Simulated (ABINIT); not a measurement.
# BaZrSe3 (P1): G0W0 in ABINIT against the exchange cutoff

Aim: move the exchange cutoff of a G0W0 run on BaZrSe3 (P1) over a wide range.

Program: ABINIT 10.8.3. Level of theory: PBEsol and many-body steps on it, plane waves. Values are calculated unless marked as measured.

The raw output is cut from this account; settings, times and results stay.

**1. The system as given**

It takes space group P1 (No. 1, triclinic). The conventional cell has a = 5.287 Å, b = 5.296 Å, c = 5.309 Å, α = 89.89°, β = 89.91°, γ = 89.96°. Ba has 12 Se at 3.63 to 3.88 Å nearest. Nearest to Zr lie 6 Se at 2.57 to 2.75 Å. Nearest to Se lie 2 Zr at 2.61 to 2.70 Å and 4 Ba at 3.69 to 3.80 Å. Nearest to Se lie 2 Zr at 2.62 to 2.69 Å and 4 Ba at 3.63 to 3.88 Å. Nearest to Se lie 2 Zr at 2.57 to 2.75 Å and 4 Ba at 3.71 to 3.77 Å. Farther neighbours, and contacts between anions beyond the nearest, are not listed.

The cell and positions are those that the Materials Project relaxed with its own functionals (PBE, PBE+U or r2SCAN), kept fixed.

**2. Screening, 2×2×2 mesh, 96 bands, screening to 106.1 eV**

This step: ABINIT 10.8.3; RPA screening on PBEsol, plane waves, norm-conserving pseudopotentials.

The RPA dielectric matrix is built and inverted for each q.

Contents of run.abi:

```
acell 3*1.0 Angstrom
rprim 
  5.287383000000 -0.000000000000 -0.000000000000
  0.003576000000 5.296392000000 -0.000000000000
  0.007950000000 0.010054000000 5.309462000000
ntypat 3
znucl 56 40 34
natom 5
typat 1 2 3 3 3
xred 
  0.998643000000 0.998478000000 0.998673000000
  0.476578000000 0.490069000000 0.476727000000
  0.488317000000 0.998506000000 0.502693000000
  0.983845000000 0.511636000000 0.518540000000
  0.492614000000 0.501310000000 0.993370000000
pp_dirpath "pseudos"
pseudos "Ba.upf, Zr.upf, Se.upf"
ecut 39
ngkpt 2 2 2
nshiftk 1
shiftk 0 0 0
kptopt 1
chksymbreak 0
istwfk *1
occopt 1
irdwfk 1
optdriver 3
nband 96
ecuteps 3.9
inclvkb 2
awtr 1
symchi 1
indata_prefix "in"
outdata_prefix "out"
tmpdata_prefix "tmp"
```

Started as:

```bash
OMP_NUM_THREADS=1 mpirun -n 8 abinit run.abi > log
```

It took 38 s on 8 MPI ranks of Arm Neoverse V2, shared host; peak memory 4 GiB; 5.1 min of CPU time.

This step gave:

* ε∞ with local fields, on this mesh: 24.34
* ε∞ without local fields, on this mesh: 31.08
* plasma frequency: 25.48 eV
* plane waves in the screening matrix: 365

Local fields lower ε∞ by 22 %. On a Γ-centred mesh this coarse the value itself is usually too large, while a short band sum pulls it down.

**3. 3.9 Ha**

This step: G0W0 on PBEsol, plane waves, norm-conserving pseudopotentials.

run.abi, as its differences from that of step 2:

```diff
@@ -26,8 +26,17 @@
 irdwfk 1
-optdriver 3
+optdriver 4
 nband 96
+gwcalctyp 0
+ecutsigx 3.9
+symsigma 1
+nkptgw 2
+kptgw 
+  0.5000000000 0.5000000000 0.5000000000
+  0.0000000000 0.0000000000 0.0000000000
+bdgw 
+  34 37
+  34 37
 ecuteps 3.9
-inclvkb 2
-awtr 1
-symchi 1
+irdscr 1
+ppmodel 1
 indata_prefix "in"
```

Run time: 8.2 s. Hardware: 8 MPI ranks; peak memory 2.2 GiB.

This step gave:

```
G0W0 gap on the mesh                         : 1.498 eV
starting gap on the mesh                     : 0.1573 eV
k of the valence top                         : 0.5, 0.5, 0.5
k of the conduction bottom                   : 0, 0, 0
Z at the valence top                         : 0.785
Z at the conduction bottom                   : 0.788
least direct G0W0 gap on the computed points : 1.962 eV
```

**4. 7.8 Ha**

run.abi, as its differences from that of step 3:

```diff
@@ -29,3 +29,3 @@
 gwcalctyp 0
-ecutsigx 3.9
+ecutsigx 7.8
 symsigma 1
```

Elapsed: 8.4 s, on 8 MPI ranks; peak memory 2.1 GiB; 66 s of CPU time.

Numbers from this step:

```
G0W0 gap on the mesh                         : 1.502 eV
starting gap on the mesh                     : 0.1573 eV
k of the valence top                         : 0.5, 0.5, 0.5
k of the conduction bottom                   : 0, 0, 0
Z at the valence top                         : 0.785
Z at the conduction bottom                   : 0.788
least direct G0W0 gap on the computed points : 1.994 eV
```

**5. 15.6 Ha**

The self-energy is evaluated for the states that the input lists, and the quasiparticle equation is solved.

run.abi, as its differences from that of step 4:

```diff
@@ -29,3 +29,3 @@
 gwcalctyp 0
-ecutsigx 7.8
+ecutsigx 15.6
 symsigma 1
```

Wall time 8.4 s (8 MPI ranks); peak memory 2.1 GiB.

Read from the output:

- G0W0 gap on the mesh: 1.614 eV
- starting gap on the mesh: 0.1573 eV
- k of the valence top: 0.5, 0.5, 0.5
- k of the conduction bottom: 0, 0, 0
- least direct G0W0 gap on the computed points: 2.096 eV

The gap on the mesh goes from 0.16 eV to 1.61 eV, a correction of +1.46 eV.

**6. 27.3 Ha**

run.abi, as its differences from that of step 5:

```diff
@@ -29,3 +29,3 @@
 gwcalctyp 0
-ecutsigx 15.6
+ecutsigx 27.3
 symsigma 1
```

Elapsed: 8.7 s, on 8 MPI ranks; peak memory 2.2 GiB.

Numbers from this step:

```
G0W0 gap on the mesh                         : 1.642 eV
starting gap on the mesh                     : 0.1573 eV
k of the valence top                         : 0.5, 0.5, 0.5
k of the conduction bottom                   : 0, 0, 0
least direct G0W0 gap on the computed points : 2.119 eV
```

Against the run before, the gap moves by +0.028 eV.

**7. 39 Ha**

run.abi, as its differences from that of step 6:

```diff
@@ -29,3 +29,3 @@
 gwcalctyp 0
-ecutsigx 27.3
+ecutsigx 39
 symsigma 1
```

Elapsed: 9 s, on 8 MPI ranks; peak memory 2.2 GiB.

Numbers from this step:

```yaml
g0w0_gap_on_the_mesh: 1.640 eV
starting_gap_on_the_mesh: 0.1573 eV
k_of_the_valence_top: 0.5, 0.5, 0.5
k_of_the_conduction_bottom: 0, 0, 0
least_direct_g0w0_gap_on_the_computed_points: 2.117 eV
```

Against the run before, the gap moves by −0.002 eV.

**8. The runs together**

Times are wall times on 8 MPI ranks of Arm Neoverse V2, shared host, good to a factor of about two. A run's time includes the screening step that it read.

| run | mesh | bands | screening cutoff (eV) | DFT gap (eV) | gap on the mesh (eV) | direct (eV) | ε∞ used | time |
| --- | --- | --- | --- | --- | --- | --- | --- | --- |
| 3.9 Ha | 2×2×2 | 96 | 106.1 | 0.157 | 1.498 | 1.962 | 24.34 | 46 s |
| 7.8 Ha | 2×2×2 | 96 | 106.1 | 0.157 | 1.502 | 1.994 | 24.34 | 46 s |
| 15.6 Ha | 2×2×2 | 96 | 106.1 | 0.157 | 1.614 | 2.096 | 24.34 | 46 s |
| 27.3 Ha | 2×2×2 | 96 | 106.1 | 0.157 | 1.642 | 2.119 | 24.34 | 47 s |
| 39 Ha | 2×2×2 | 96 | 106.1 | 0.157 | 1.640 | 2.117 | 24.34 | 47 s |

**9. Summary of results**

* 3.9 Ha: 1.498 eV
* 7.8 Ha: 1.502 eV
* 15.6 Ha: 1.614 eV
* 27.3 Ha: 1.642 eV
* 39 Ha: 1.640 eV
* known limits: short of the basis limit; exchange with frozen shells missing; no spin-orbit coupling; coarse k mesh

What this shows: The setting moved: exchange cutoff. From 3.9 Ha to 39 Ha the gap moves by +0.14 eV. It holds to 0.03 eV from 15.6 Ha on. Bands and screening cutoff are coupled, so a series along one setting does not show full convergence. Below the screening cutoff the correlation part is cut too. Where bands and cutoff are finite, the G0W0 gap stands short of the basis limit, usually by up to a few tenths of an eV; the mesh is an error of its own. The 2×2×2 mesh is coarse for this cell, which bears on the long-range parts of exchange and screening. The norm-conserving file of at least one element keeps a d shell over frozen s and p shells of the same row. Exchange with those shells is missing from the self-energy, an error of 0.3 to 0.9 eV in cases checked, whose sign depends on which edge lies on those atoms. The many-body steps are scalar-relativistic: spin-orbit coupling is not in them.

[Long decimals in the printed logs are rounded to 6 places.]

[Logs are printed without paths, hosts, clocks, repeated set-up lines and the standing remarks that a program may print on its own settings, such as how far it seeks lower states.]

[Paths, hosts, dates, memory and timing lines, banners, echoed tables and standing remarks are left out of the program output; an Ansatz launch command may be rebuilt from the run's recorded settings. Measured values are a selection of at most five: reports struck by readers or far from the other reports are left out. None is set beside runs whose start may be inverted or whose files or cutoffs have a known fault.]

[Runs of the session that timed out or met a known fault of the program may be left out.]

[Hosts, paths, dates, database ids (printed as entryN), source tags and the programs' standing remarks are cut or masked in the printed files.]

[G0W0 gaps are taken among the corrected bands and points alone; a level outside them can change the order at an edge.]

[Where Ansatz stands beside ABINIT at settings called matched, ABINIT's density can come from a denser mesh and the files from another edition; pairs whose starting gaps differed by over 0.03 eV were left out, so agreement reads better than it is.]
